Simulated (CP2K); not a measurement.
Consider Eigen cation at its PBE geometry (Å).

```xyz
13

O     0.7365    0.3734    0.2021
O    -0.0583    0.9201   -2.1281
O     0.8313   -2.1966    0.3734
O    -1.3049    1.0060    1.6208
H     0.8160   -0.6456    0.3271
H     0.4847    0.5631   -0.7873
H    -0.0549    0.6940    0.7802
H    -0.2700    0.2471   -2.7996
H     0.3592    1.6571   -2.6090
H     0.1652   -2.7157    0.8590
H     1.6718   -2.6790    0.4736
H    -2.1480    1.2885    1.2242
H    -1.2287    1.4877    2.4636
```

Method: CP2K XAS_TDP, all-electron GAPW, PBEh(45%), aug-cc-pVDZ, TDA, GW2X-corrected core level, no relativity.

**Question.** Where do the O K-edge lines lie, and how strong are they?

Leading lines: O1 539.89 eV, O2 538.50 eV, O3 538.40 eV and O4 538.42 eV. The leading line of an atom is its first one with 35 % of the strongest within 2.5 eV of its lowest line over the strength cut. Core ionisation energies at this level: O2 544.64, O3 544.41, O1 545.17 and O4 544.46 eV.

The first six lines of each atom with a strength over 0.0015:

```csv
atom,energy (eV),states,"strength, one atom",above the computed threshold
"O1 (bonded to 3 H, gives 3 H bonds)",538.67,1,0.0024,
,539.89,1,0.0109,
,539.92,1,0.0120,
,540.76,1,0.0053,
,541.72,1,0.0029,
,542.14,1,0.0016,
"O2 (bonded to 2 H, takes 1 H bond)",537.07,1,0.0119,
,538.50,1,0.0373,
,539.34,1,0.0066,
,539.99,1,0.0052,
,540.65,1,0.0073,
,541.05,1,0.0063,
"O3 (bonded to 2 H, takes 1 H bond)",536.95,1,0.0114,
,538.40,1,0.0368,
,539.10,1,0.0067,
,539.79,1,0.0044,
,540.42,1,0.0077,
,540.74,1,0.0069,
"O4 (bonded to 2 H, takes 1 H bond)",536.98,1,0.0114,
,538.42,1,0.0367,
,539.16,1,0.0069,
,539.79,1,0.0042,
,540.46,1,0.0080,
,540.86,1,0.0066,
```

Lines are vertical, at one geometry, with no vibrational structure. GW2X ionisation energies and lines can be off by 1 to 2 eV either way, and a good line position may hide errors that cancel. These values hold no scalar relativity, about 0.4 eV for O 1s. Rydberg lines, and the discretised continuum above threshold, depend on the basis and the box. This is one low-energy arrangement of the cluster, relaxed without a dispersion correction; others exist. The ion (charge +1) is isolated, with no counter-ion or solvent.

[Banner, clock and machine lines of the logs are left out without a mark of their own.]

[Logs are printed without paths, hosts, clocks, repeated set-up lines and the standing remarks that a program may print on its own settings, such as how far it seeks lower states.]

[Hosts, paths, dates, database ids (printed as entryN), source tags and the programs' standing remarks are cut or masked in the printed files.]
